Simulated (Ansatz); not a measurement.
## AlN (P6_3mc): band gap by G0W0 on PBE

It takes space group P6_3mc (No. 186, hexagonal). The conventional cell has a = 3.113 Å, b = 3.113 Å, c = 4.981 Å, α = 90.00°, β = 90.00°, γ = 120.00°. Nearest to Al lie 4 N at 1.89 Å. Nearest to N lie 4 Al at 1.89 Å. Farther neighbours and most contacts between anions are not listed.

- method: DFT, PBE, plane waves, PAW; PAW set soft_1 (and 1 further level or step)
- program: Ansatz 0.2.0
- settings of one run: cutoff 420 eV, 12×12×6 k-mesh, smearing width 0.02 eV, PAW set soft 1
- cost: 2 runs, 5.1 min in all on 1 × NVIDIA H100 80GB HBM3 (shared by 6 runs) with 3 threads of AMD EPYC 7R13 (Zen 3), shared host (the runs of this entry)
- notes: The database entry behind the starting cell differs from later determinations by our own check (inner coordinate u about 0.002 short). The cell and positions come from the Crystallography Open Database and are kept as given unless a step says otherwise. Bands and cutoff are finite, so the gap is not at the basis limit. The miss can reach some tenths of an eV and take either sign; the mesh is an error of its own.
- PBE gap: 4.21 eV, direct
- G0W0 gap on the mesh: 5.82 eV, from k = Γ to k = Γ
- GW settings: 12×12×6 mesh, 174 empty bands, screening to 150 eV, hard PAW files
- known limits: not at the basis limit

The correction moves the gap on the mesh from 4.22 eV to 5.82 eV (+1.60 eV): the valence edge shifts by −0.92 eV and the conduction edge by +0.67 eV on the run's own scale. Z is 0.78 and 0.82 at the edges, as usual for well-defined quasiparticles.

[Runs of the session that timed out or met a known fault of the program may be left out.]

[Cells called generated may have been cut or substituted from an entry of the Crystallography Open Database or the Materials Project.]

[Hosts, paths, dates, database ids (printed as entryN), source tags and the programs' standing remarks are cut or masked in the printed files.]
